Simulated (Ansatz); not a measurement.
## K on Ti(0001): change of the work function

How does one ordered layer of K (fcc site) change the work function of Ti(0001), and what dipole does each adsorbate carry?

Main program and level: Ansatz 0.2.0; plane-wave DFT, PBE, Ansatz PAW.

## 1. Set-up

The cell holds 4 atoms: 4 Ti. Cell: a = 2.950 Å, b = 2.950 Å, c = 25.027 Å, α = 90.0°, β = 90.0°, γ = 60.0°. Vacuum lies along c.

Coordinates:

```cif
data_structure
_symmetry_space_group_name_H-M 'P 1'
_symmetry_Int_Tables_number 1
_cell_length_a 2.9500
_cell_length_b 2.9500
_cell_length_c 25.0269
_cell_angle_alpha 90.000
_cell_angle_beta 90.000
_cell_angle_gamma 60.000
_cell_volume 188.62
loop_
_atom_site_label
_atom_site_type_symbol
_atom_site_fract_x
_atom_site_fract_y
_atom_site_fract_z
_atom_site_occupancy
Ti1 Ti 0.66667 0.66667 0.35961 1
Ti2 Ti 0.00000 0.00000 0.45320 1
Ti3 Ti 0.66667 0.66667 0.54680 1
Ti4 Ti 0.00000 0.00000 0.64039 1
```

## 2. The clean slab

The bare slab comes first, as the zero from which every change is counted. The two lowest layers are held at bulk places and the upper ones relax. The dipole correction removes the false field that a one-sided slab makes across the periodic vacuum, so each face gets a flat vacuum level of its own.

input.yaml reads:

```yaml
crystal:
  lattice:
    - [2.95, 0.0, 0.0]
    - [1.475, 2.5547749412, 0.0]
    - [0.0, 0.0, 25.0269]
  atoms:
    - { symbol: Ti, position: [0.6666666667, 0.6666666667, 0.3596130564] }
    - { symbol: Ti, position: [0.0, 0.0, 0.4532043521] }
    - { symbol: Ti, position: [0.6666666667, 0.6666666667, 0.5467956479] }
    - { symbol: Ti, position: [0.0, 0.0, 0.6403869436] }
kpoints:
  mp_grid: { grid: [12, 12, 1] }
hamiltonian:
  xc: pbe
scf:
  occupations: { method: fermi_dirac, width: 0.1 }
  convergence: { dr2_threshold: 1.0e-08 }
efield:
  axis: 3
  dipole_correction: true
  ramp_position: 0.97
  ramp_width: 0.06
relax:
  f_tol: 0.02
  max_steps: 60
  constraints: [{ sites: [0, 1] }]
output:
  write_potential: true
  write_density: true
  volumetric_format: npy
```

On the command line:

```sh
> ansatz run input.yaml --threads 2 --pin off --max-ram 3072MiB --backend cpu --events-out ev --progress --plain --runs-dir out
```

Standard output:

```text
Engine: ansatz 0.2.0, aarch64-unknown-linux-gnu
Pseudopotentials: kind: paw
Pseudopotential: Ti, paw, valence charge 12, recommended cutoff 420 eV (normal), Ti.paw.azcp
Functional definition: PBE
  parameter kappa = 0.804
  parameter beta = 0.066725
  exchange = pbe_x(kappa = kappa, mu = beta*pi^2/3)
  correlation = pbe_c(beta = beta)
Crystal: 4 atoms, lattice volume = 188.617 Å³
Basis set: ecut = 420 eV, 3611 PW (Γ), exchange–correlation on 40×40×360 points (8 copies of the dense FFT grid, shifted against one another)
Bands: 29, of which v1, the nominal top of the filled ones, is band 24 counted from 1 (23 counted from 0)
Symmetry: 6 space group operations
k-points: 19 of 144 (time reversal used)
Non-local potential: Ti, projectors of the file, l = 0: 3, l = 1: 2, l = 2: 3, l = 3: 1
PAW form: soft (Blöchl's): semilocal exchange-correlation on the pseudo side does not see the compensation charge
PAW one-centre angular grid: Ti, 590 points (default); XC on 64 Gauss nodes
Initial density: superposition of atomic densities (neutral atoms: chi_scale 0, normalization atom), corrected by the library's trained network
Initial wavefunctions: pseudopotential atomic-orbital guess
Functional: x = pbe(κ = 0.804, μ = 0.219515), c = pbe(β = 0.066725)
SCF iter   1: F=—  HF=-9996.827743 eV  |F-HF|=—  |Δ(HF+E_count)|=         —  Δρ=6.22e-3  dr2=3.89e-1  ethr=1.77e-3  p=0.000 e·Å  D=5.72e-14 V/Å  ΔV_dip=-0.00 eV  dr2_dipole=9.47e-6  V_vac-E_F(+/−)=4.09/4.09 eV  ⟨swp⟩=7.0  Hψ=5629  notcnv=0
efield: sawtooth ramp at fractional position 0.9700 (set: `efield.ramp_position`, or a place that a band, a saddle search or an elastic batch's reference lends), width 0.0600; the density the first Hamiltonian is built on has a dipole p = 0.000 e·Å; the dipole correction subtracts the counter field D = 5.72e-14 V/Å, which shifts the + side's vacuum level by -0.00 eV against the − side's; the planar-averaged density in the ramp window peaks in size at 3.0e-5 e/Å³
automatic band count: the SCF goes on with 34 bands, as 29 were too few: the levels above may hold too much charge
preconditioner: auto → LDOS  [metal: Δε(μ)=0.033 eV  Ē_g=2.762 eV  σ=0.100 eV  W_gap=0.08  n_scr=16 (ndim 8)  ℏωp=10.8 eV  f_vac=0.550  D(μ)=8.41/eV (n_scr^D=88)  β→1.0]
SCF iter   2: F=—  HF=-9996.820566 eV  |F-HF|=—  |Δ(HF+E_count)|=   7.18e-3  Δρ=2.07e-3  dr2=1.66e-2  ethr=8.11e-4  p=-0.000 e·Å  D=-3.83e-5 V/Å  ΔV_dip=0.00 eV  dr2_dipole=2.48e-6  V_vac-E_F(+/−)=4.36/4.36 eV  ⟨swp⟩=1.9  Hψ=850  notcnv=0
SCF iter   3: F=—  HF=-9996.820324 eV  |F-HF|=—  |Δ(HF+E_count)|=   2.42e-4  Δρ=7.15e-4  dr2=2.59e-3  ethr=3.45e-5  p=-0.000 e·Å  D=-4.47e-5 V/Å  ΔV_dip=0.00 eV  dr2_dipole=9.89e-8  V_vac-E_F(+/−)=4.36/4.36 eV  ⟨swp⟩=2.1  Hψ=828  notcnv=0
SCF iter   4: F=—  HF=-9996.820197 eV  |F-HF|=—  |Δ(HF+E_count)|=   1.27e-4  Δρ=1.83e-4  dr2=7.43e-5  ethr=5.40e-6  p=-0.000 e·Å  D=-7.22e-6 V/Å  ΔV_dip=0.00 eV  dr2_dipole=6.11e-7  V_vac-E_F(+/−)=4.39/4.39 eV  ⟨swp⟩=2.0  Hψ=788  notcnv=0
SCF iter   5: F=—  HF=-9996.820290 eV  |F-HF|=—  |Δ(HF+E_count)|=   9.35e-5  Δρ=1.05e-4  dr2=4.27e-5  ethr=1.55e-7  p=-0.000 e·Å  D=-6.02e-6 V/Å  ΔV_dip=0.00 eV  dr2_dipole=2.12e-9  V_vac-E_F(+/−)=4.40/4.40 eV  ⟨swp⟩=3.4  Hψ=1270  notcnv=0
SCF iter   6: F=—  HF=-9996.820296 eV  |F-HF|=—  |Δ(HF+E_count)|=   6.05e-6  Δρ=3.45e-5  dr2=6.91e-6  ethr=8.90e-8  p=0.000 e·Å  D=5.34e-6 V/Å  ΔV_dip=-0.00 eV  dr2_dipole=2.20e-12  V_vac-E_F(+/−)=4.41/4.41 eV  ⟨swp⟩=2.2  Hψ=859  notcnv=0
SCF iter   7: F=—  HF=-9996.820326 eV  |F-HF|=—  |Δ(HF+E_count)|=   2.92e-5  Δρ=9.74e-6  dr2=2.33e-7  ethr=1.44e-8  p=0.000 e·Å  D=4.36e-6 V/Å  ΔV_dip=-0.00 eV  dr2_dipole=2.62e-10  V_vac-E_F(+/−)=4.41/4.41 eV  ⟨swp⟩=1.5  Hψ=662  notcnv=0
SCF iter   8: F=—  HF=-9996.820326 eV  |F-HF|=—  |Δ(HF+E_count)|=   3.10e-7  Δρ=4.97e-6  dr2=7.04e-8  ethr=4.84e-10  p=0.000 e·Å  D=3.41e-6 V/Å  ΔV_dip=-0.00 eV  dr2_dipole=9.53e-12  V_vac-E_F(+/−)=4.41/4.41 eV  ⟨swp⟩=3.1  Hψ=1275  notcnv=0
SCF iter   9: F=-9996.820326 eV  HF=-9996.820326 eV  |F-HF|=4.65e-9  |Δ(HF+E_count)|=   1.09e-8  Δρ=1.31e-6  dr2=3.16e-9  ethr=2.08e-11  p=0.000 e·Å  D=1.87e-6 V/Å  ΔV_dip=-0.00 eV  dr2_dipole=2.60e-11  V_vac-E_F(+/−)=4.41/4.41 eV  ⟨swp⟩=8.0  Hψ=4170  notcnv=0
SCF 1 converged in 9 iterations: F = -9996.820326 eV  dr2 = 3.16e-9
  greatest PAW one-centre occupation: 0.999 electrons in one spin orbital (limit 2), on the Ti atom at site 2 (counted from 0), in its partial waves of l = 0
relax step   1: F+E_penalty+E_count = -9996.82032589 eV  Δ(F+E_penalty+E_count) = +0.000e0 eV  max|allowed force component| = 6.136e-1 eV/Å  Δτ_max = 0.0000 Å  (9 SCF iters, accepted)
Bands: 34, of which v1, the nominal top of the filled ones, is band 24 counted from 1 (23 counted from 0)
Initial density: handed on by an earlier stage of this run
Initial wavefunctions: those handed on with the density
SCF iter   1: F=—  HF=-9997.020724 eV  |F-HF|=—  |Δ(HF+E_count)|=         —  Δρ=1.54e-2  dr2=3.23e0  ethr=3.10e-3  p=0.000 e·Å  D=6.91e-7 V/Å  ΔV_dip=-0.00 eV  dr2_dipole=2.03e-1  V_vac-E_F(+/−)=4.45/4.45 eV  ⟨swp⟩=4.8  Hψ=1854  notcnv=0
efield: sawtooth ramp at fractional position 0.9700 (set: `efield.ramp_position`, or a place that a band, a saddle search or an elastic batch's reference lends), width 0.0600; the density the first Hamiltonian is built on has a dipole p = 0.000 e·Å; the dipole correction subtracts the counter field D = 6.91e-7 V/Å, which shifts the + side's vacuum level by -0.00 eV against the − side's; the planar-averaged density in the ramp window peaks in size at 8.7e-6 e/Å³
preconditioner: auto → LDOS  [metal: Δε(μ)=0.006 eV  Ē_g=2.864 eV  σ=0.100 eV  W_gap=0.02  n_scr=16 (ndim 8)  ℏωp=10.8 eV  f_vac=0.560  D(μ)=7.32/eV (n_scr^D=62)  β→1.0]
SCF iter   2: F=—  HF=-9996.896706 eV  |F-HF|=—  |Δ(HF+E_count)|=   1.24e-1  Δρ=7.26e-3  dr2=5.18e-1  ethr=3.10e-3  p=0.018 e·Å  D=1.74e-2 V/Å  ΔV_dip=-0.44 eV  dr2_dipole=8.81e-2  V_vac-E_F(+/−)=4.00/4.43 eV  ⟨swp⟩=2.1  Hψ=1128  notcnv=0
SCF iter   3: F=—  HF=-9996.864922 eV  |F-HF|=—  |Δ(HF+E_count)|=   3.18e-2  Δρ=2.42e-3  dr2=6.44e-2  ethr=1.08e-3  p=0.007 e·Å  D=6.93e-3 V/Å  ΔV_dip=-0.17 eV  dr2_dipole=1.04e-2  V_vac-E_F(+/−)=4.26/4.43 eV  ⟨swp⟩=2.1  Hψ=988  notcnv=0
SCF iter   4: F=—  HF=-9996.859781 eV  |F-HF|=—  |Δ(HF+E_count)|=   5.14e-3  Δρ=9.85e-4  dr2=8.07e-3  ethr=1.34e-4  p=0.007 e·Å  D=6.69e-3 V/Å  ΔV_dip=-0.17 eV  dr2_dipole=2.47e-3  V_vac-E_F(+/−)=4.26/4.43 eV  ⟨swp⟩=2.1  Hψ=974  notcnv=0
SCF iter   5: F=—  HF=-9996.859575 eV  |F-HF|=—  |Δ(HF+E_count)|=   2.06e-4  Δρ=1.72e-4  dr2=9.56e-5  ethr=1.68e-5  p=0.006 e·Å  D=5.68e-3 V/Å  ΔV_dip=-0.14 eV  dr2_dipole=1.68e-5  V_vac-E_F(+/−)=4.29/4.43 eV  ⟨swp⟩=1.9  Hψ=759  notcnv=0
SCF iter   6: F=—  HF=-9996.859601 eV  |F-HF|=—  |Δ(HF+E_count)|=   2.58e-5  Δρ=9.00e-5  dr2=6.59e-5  ethr=1.99e-7  p=0.005 e·Å  D=5.13e-3 V/Å  ΔV_dip=-0.13 eV  dr2_dipole=5.10e-6  V_vac-E_F(+/−)=4.30/4.43 eV  ⟨swp⟩=2.3  Hψ=888  notcnv=0
SCF iter   7: F=—  HF=-9996.859611 eV  |F-HF|=—  |Δ(HF+E_count)|=   1.05e-5  Δρ=5.04e-5  dr2=8.15e-6  ethr=1.37e-7  p=0.005 e·Å  D=4.68e-3 V/Å  ΔV_dip=-0.12 eV  dr2_dipole=1.85e-6  V_vac-E_F(+/−)=4.31/4.43 eV  ⟨swp⟩=1.7  Hψ=678  notcnv=0
SCF iter   8: F=—  HF=-9996.859637 eV  |F-HF|=—  |Δ(HF+E_count)|=   2.62e-5  Δρ=1.65e-5  dr2=1.25e-6  ethr=1.70e-8  p=0.005 e·Å  D=4.37e-3 V/Å  ΔV_dip=-0.11 eV  dr2_dipole=3.60e-8  V_vac-E_F(+/−)=4.32/4.43 eV  ⟨swp⟩=2.5  Hψ=1023  notcnv=0
SCF iter   9: F=—  HF=-9996.859637 eV  |F-HF|=—  |Δ(HF+E_count)|=   1.30e-7  Δρ=6.35e-6  dr2=1.44e-7  ethr=2.60e-9  p=0.004 e·Å  D=4.27e-3 V/Å  ΔV_dip=-0.11 eV  dr2_dipole=6.42e-9  V_vac-E_F(+/−)=4.32/4.43 eV  ⟨swp⟩=2.1  Hψ=814  notcnv=0
SCF iter  10: F=—  HF=-9996.859637 eV  |F-HF|=—  |Δ(HF+E_count)|=   2.23e-8  Δρ=1.77e-6  dr2=1.73e-8  ethr=3.01e-10  p=0.004 e·Å  D=4.25e-3 V/Å  ΔV_dip=-0.11 eV  dr2_dipole=1.59e-9  V_vac-E_F(+/−)=4.32/4.43 eV  ⟨swp⟩=2.6  Hψ=940  notcnv=0
SCF iter  11: F=-9996.859637 eV  HF=-9996.859637 eV  |F-HF|=7.84e-10  |Δ(HF+E_count)|=   7.34e-9  Δρ=6.04e-7  dr2=2.42e-9  ethr=2.08e-11  p=0.004 e·Å  D=4.24e-3 V/Å  ΔV_dip=-0.11 eV  dr2_dipole=4.88e-10  V_vac-E_F(+/−)=4.32/4.43 eV  ⟨swp⟩=9.3  Hψ=3723  notcnv=0
SCF 2 converged in 11 iterations: F = -9996.859637 eV  dr2 = 2.42e-9
  greatest PAW one-centre occupation: 0.999 electrons in one spin orbital (limit 2), on the Ti atom at site 1 (counted from 0), in its partial waves of l = 0
relax step   2: F+E_penalty+E_count = -9996.85963750 eV  Δ(F+E_penalty+E_count) = -3.931e-2 eV  max|allowed force component| = 4.318e-1 eV/Å  Δτ_max = 0.1956 Å  (11 SCF iters, accepted)
iter 1 solved again at ethr=1.59e-3 eV; its pass at ethr=3.10e-3 eV (dr2=7.66e-1 eV) is discarded
SCF iter   1: F=—  HF=-9996.908492 eV  |F-HF|=—  |Δ(HF+E_count)|=         —  Δρ=7.69e-3  dr2=8.62e-1  ethr=1.59e-3  p=0.004 e·Å  D=4.24e-3 V/Å  ΔV_dip=-0.11 eV  dr2_dipole=4.10e-2  V_vac-E_F(+/−)=4.31/4.42 eV  ⟨swp⟩=1.0  Hψ=2302  notcnv=0
efield: sawtooth ramp at fractional position 0.9700 (set: `efield.ramp_position`, or a place that a band, a saddle search or an elastic batch's reference lends), width 0.0600; the density the first Hamiltonian is built on has a dipole p = 0.004 e·Å; the dipole correction subtracts the counter field D = 4.24e-3 V/Å, which shifts the + side's vacuum level by -0.11 eV against the − side's; the planar-averaged density in the ramp window peaks in size at 7.3e-6 e/Å³
preconditioner: auto → LDOS  [metal: Δε(μ)=0.012 eV  Ē_g=2.791 eV  σ=0.100 eV  W_gap=0.03  n_scr=16 (ndim 8)  ℏωp=10.8 eV  f_vac=0.555  D(μ)=7.84/eV (n_scr^D=74)  β→1.0]
SCF iter   2: F=—  HF=-9996.881422 eV  |F-HF|=—  |Δ(HF+E_count)|=   2.71e-2  Δρ=3.90e-3  dr2=1.36e-1  ethr=1.59e-3  p=-0.001 e·Å  D=-1.03e-3 V/Å  ΔV_dip=0.03 eV  dr2_dipole=2.98e-5  V_vac-E_F(+/−)=4.46/4.44 eV  ⟨swp⟩=2.1  Hψ=803  notcnv=0
SCF iter   3: F=—  HF=-9996.876839 eV  |F-HF|=—  |Δ(HF+E_count)|=   4.58e-3  Δρ=1.02e-3  dr2=7.96e-3  ethr=2.84e-4  p=0.001 e·Å  D=1.33e-3 V/Å  ΔV_dip=-0.03 eV  dr2_dipole=4.47e-4  V_vac-E_F(+/−)=4.39/4.43 eV  ⟨swp⟩=2.0  Hψ=893  notcnv=0
SCF iter   4: F=—  HF=-9996.876299 eV  |F-HF|=—  |Δ(HF+E_count)|=   5.40e-4  Δρ=2.15e-4  dr2=1.88e-4  ethr=1.66e-5  p=0.001 e·Å  D=1.32e-3 V/Å  ΔV_dip=-0.03 eV  dr2_dipole=4.33e-5  V_vac-E_F(+/−)=4.39/4.43 eV  ⟨swp⟩=2.0  Hψ=779  notcnv=0
SCF iter   5: F=—  HF=-9996.876315 eV  |F-HF|=—  |Δ(HF+E_count)|=   1.63e-5  Δρ=8.59e-5  dr2=4.19e-5  ethr=3.92e-7  p=0.002 e·Å  D=1.54e-3 V/Å  ΔV_dip=-0.04 eV  dr2_dipole=6.01e-6  V_vac-E_F(+/−)=4.39/4.42 eV  ⟨swp⟩=2.3  Hψ=962  notcnv=0
SCF iter   6: F=—  HF=-9996.876356 eV  |F-HF|=—  |Δ(HF+E_count)|=   4.07e-5  Δρ=3.19e-5  dr2=6.27e-6  ethr=8.73e-8  p=0.002 e·Å  D=1.75e-3 V/Å  ΔV_dip=-0.04 eV  dr2_dipole=2.45e-7  V_vac-E_F(+/−)=4.38/4.42 eV  ⟨swp⟩=2.0  Hψ=789  notcnv=0
SCF iter   7: F=—  HF=-9996.876383 eV  |F-HF|=—  |Δ(HF+E_count)|=   2.76e-5  Δρ=1.32e-5  dr2=9.85e-7  ethr=1.31e-8  p=0.002 e·Å  D=1.88e-3 V/Å  ΔV_dip=-0.05 eV  dr2_dipole=1.34e-7  V_vac-E_F(+/−)=4.38/4.42 eV  ⟨swp⟩=2.1  Hψ=797  notcnv=0
SCF iter   8: F=—  HF=-9996.876384 eV  |F-HF|=—  |Δ(HF+E_count)|=   1.86e-7  Δρ=5.15e-6  dr2=2.28e-7  ethr=2.05e-9  p=0.002 e·Å  D=1.96e-3 V/Å  ΔV_dip=-0.05 eV  dr2_dipole=1.82e-8  V_vac-E_F(+/−)=4.37/4.42 eV  ⟨swp⟩=2.0  Hψ=828  notcnv=0
SCF iter   9: F=-9996.876384 eV  HF=-9996.876384 eV  |F-HF|=6.03e-9  |Δ(HF+E_count)|=   1.34e-8  Δρ=1.62e-6  dr2=7.64e-9  ethr=2.08e-11  p=0.002 e·Å  D=1.99e-3 V/Å  ΔV_dip=-0.05 eV  dr2_dipole=3.61e-10  V_vac-E_F(+/−)=4.37/4.42 eV  ⟨swp⟩=8.6  Hψ=4602  notcnv=0
SCF 3 converged in 9 iterations: F = -9996.876384 eV  dr2 = 7.64e-9
relax step   3: F+E_penalty+E_count = -9996.87638356 eV  Δ(F+E_penalty+E_count) = -1.675e-2 eV  max|allowed force component| = 1.190e-2 eV/Å  Δτ_max = 0.0899 Å  (9 SCF iters, accepted)
NSCF: frozen V_eff on 19 k-points
the band table was solved once a step of the walk had ended and its energy, with any forces and stress, was formed, with the checks that follow a solve (2895 applications of the Hamiltonian). They found nothing against the state; the energy, forces and stress were not computed again (output.eigenvalues in the input reference)
WARN: The input density's exchange-correlation potential varies sharply where the density is thin. Do not read a vacuum level from v_tot or v_xc, or from such a field of the output density. On a cell that repeats whose density bears no net charge and no dipole along the vacuum's axis use v_es (v_loc + v_h of the components); under efield.dipole_correction with no amplitude use v_es + v_field, which holds any external [...]
SCF converged after 9 iterations
Free energy (F): -9996.876384 eV
Harris-Foulkes:  -9996.876384 eV  (|F-HF|=6.03e-9)
Internal energy: -9996.623465 eV  (E = F + TS)
E sigma→0 (E₀):  -9996.749924 eV
Entropy (-TS):   -0.252919 eV (-63.230 meV/atom)
Fermi energy:    2.290332 eV
Dipole field:    D = 0.002017 V/Å  (p = 0.002103 e·Å, saw-weighted, corrected)
Work function:   Φ+ = 4.3729 eV   Φ− = 4.4234 eV
Levels:          The Fermi level and band energies are counted from a zero that moves with the ramp; work functions are not
--- Per-component energies (eV) ---
  E_band       = -1160.708068
  E_kinetic    = 1085.706679
  E_local      = -50168.130877  (includes V_loc(G=0)·N_el)
  E_nonlocal   = 34.277154
  E_hartree    = 24527.751138
  E_xc         = -386.964371
  E_vxc        = -483.802244  (∫ρ·V_xc dr)
  E_paw        = -4190.770095  (= ΣΔE_a)
  E_vpaw       = -684.249598  (= ΣTr[D̂ρ^β])
  E_aug_tail   = 0.000492  (compensation charges beyond the density's cutoff)
  E_efield     = 0.000002  (sawtooth field / dipole correction)
  E_vefield    = 0.000915  (∫n·V_field dr)
  E_ewald      = 19101.506413
  E_smearing   = -0.252919  (= −TS)
  E_closure    = -0.000000  (closes the sum)
  Σ components = -9996.876384   (vs F -9996.876384, Δ=0.00e0)
--- Forces (eV/Å), atoms counted from 1 ---
  atom   1  Ti    -0.00000000     0.00000000     0.60717111
  atom   2  Ti     0.00000000    -0.00000000    -0.58698482
  atom   3  Ti     0.00000000     0.00000000    -0.00824489
  atom   4  Ti     0.00000000    -0.00000000    -0.01190267
  max |Σ_I F_I| component: 3.87e-5 eV/Å
--- Band table (eV; the first three rows and the last of 19) ---
  k-point 0: bands = [... 20 lower, 2.0512, 2.2819, 2.7160, 2.7943, 2.9364, 2.9364, 3.0094, 3.0094, ... 6 higher]
  k-point 1: bands = [... 20 lower, 1.9894, 2.2496, 2.5399, 2.6448, 2.8456, 2.9373, 3.0405, 3.0898, ... 6 higher]
  k-point 2: bands = [... 20 lower, 1.7486, 2.0197, 2.1514, 2.4575, 2.5617, 2.7274, 3.0024, 3.2370, ... 6 higher]
  k-point 18: bands = [... 20 lower, 1.1279, 1.5089, 1.5929, 2.2386, 2.2466, 2.3803, 2.4174, 2.5706, ... 6 higher]
--- Relaxed structure (3 steps of the walk, 3 accepted, 0 SCFs on fresh bases) ---
  F+E_penalty+E_count = -9996.87638356 eV   max|allowed force component| = 1.190e-2 eV/Å
  atoms:
    - { symbol: Ti, position: [0.666667, 0.666667, 0.3596130564] }
    - { symbol: Ti, position: [0.0, 0.0, 0.4532043521] }
    - { symbol: Ti, position: [0.666667, 0.666667, 0.549513] }
    - { symbol: Ti, position: [0, 0, 0.636167] }
```

Wall time 32 s (2 threads of Arm Neoverse N1, shared host); peak memory 0.43 GiB; 62 s of CPU time.

Reading the cycles: dr2 is the Hartree energy of the density residual (eV), the measure of convergence; HF is the Harris–Foulkes estimate of the energy, which meets the free energy F at convergence.

The steps of the relaxation:

| step | energy less that of the first step (eV) | largest force component (eV/Å) |
| --- | --- | --- |
| 1 | 0.0000 | 0.6136 |
| 2 | -0.0393 | 0.4318 |
| 3 | -0.0561 | 0.0119 |

Forces are held to the 6 operations that the program found; a distortion that breaks them can't arise in this run.

The atoms that moved most (Å):

| atom | dx | dy | dz | length |
| --- | --- | --- | --- | --- |
| Ti4 | 0.000 | 0.000 | -0.106 | 0.106 |
| Ti3 | 0.000 | 0.000 | 0.068 | 0.068 |

Final coordinates:

```xyz
4
Lattice="2.9500 0.0000 0.0000 1.4750 2.5548 0.0000 0.0000 0.0000 25.0269" Properties=species:S:1:pos:R:3
Ti    2.9500    1.7032    9.0000
Ti    0.0000    0.0000   11.3423
Ti    2.9500    1.7032   13.7526
Ti    0.0000    0.0000   15.9213
```

Read from the output:

| Item | Value |
| --- | --- |
| energy at zero smearing | -9996.7499 eV |
| work function, upper face | 4.373 eV |
| work function, lower face | 4.423 eV |
| dipole along the normal | 0.002103 e·Å |
| step between the vacuum levels | -0.05049 eV |

Running mean over 2.342 Å of the planar mean; the ramp of the sawtooth is left out. Electron's electrostatic potential energy less the Fermi level against z:

| z (Å) | electron's electrostatic potential energy less the Fermi level (eV) |
| --- | --- |
| 3.5 | 4.42 |
| 4.0 | 4.42 |
| 4.5 | 4.42 |
| 5.0 | 4.40 |
| 5.5 | 4.36 |
| 6.0 | 4.24 |
| 6.5 | 3.89 |
| 7.0 | 2.89 |
| 7.5 | 0.393 |
| 8.0 | -3.13 |
| 8.5 | -5.88 |
| 9.0 | -6.74 |
| 9.5 | -6.71 |
| 10.0 | -6.59 |
| 10.5 | -6.56 |
| 11.0 | -6.58 |
| 11.5 | -6.56 |
| 12.0 | -6.38 |
| 12.5 | -6.24 |
| 13.0 | -6.32 |
| 13.5 | -6.57 |
| 14.0 | -6.94 |
| 14.5 | -7.53 |
| 15.0 | -7.68 |
| 15.5 | -7.32 |
| 16.0 | -6.81 |
| 16.5 | -5.57 |
| 17.0 | -2.61 |
| 17.5 | 0.849 |
| 18.0 | 3.07 |
| 18.5 | 3.92 |
| 19.0 | 4.22 |
| 19.5 | 4.32 |
| 20.0 | 4.36 |
| 20.5 | 4.37 |
| 21.0 | 4.37 |
| 21.5 | 4.37 |

The relaxation took 3 steps and lowered the energy by 0.056 eV; the largest force on the free atoms ends at 0.012 eV/Å.

The work function of the upper face is 4.37 eV.

[end of part 1 of 2]

[Long decimals in the printed logs are rounded to 6 places.]

[Logs are printed without paths, hosts, clocks, repeated set-up lines and the standing remarks that a program may print on its own settings, such as how far it seeks lower states.]

[Hosts, paths, dates, database ids (printed as entryN), source tags and the programs' standing remarks are cut or masked in the printed files.]

[Maps of the electrostatic potential energy from Ansatz leave out the sawtooth potential of an applied field or a dipole correction, so their vacuum need not be flat; planar profiles and work functions include it.]
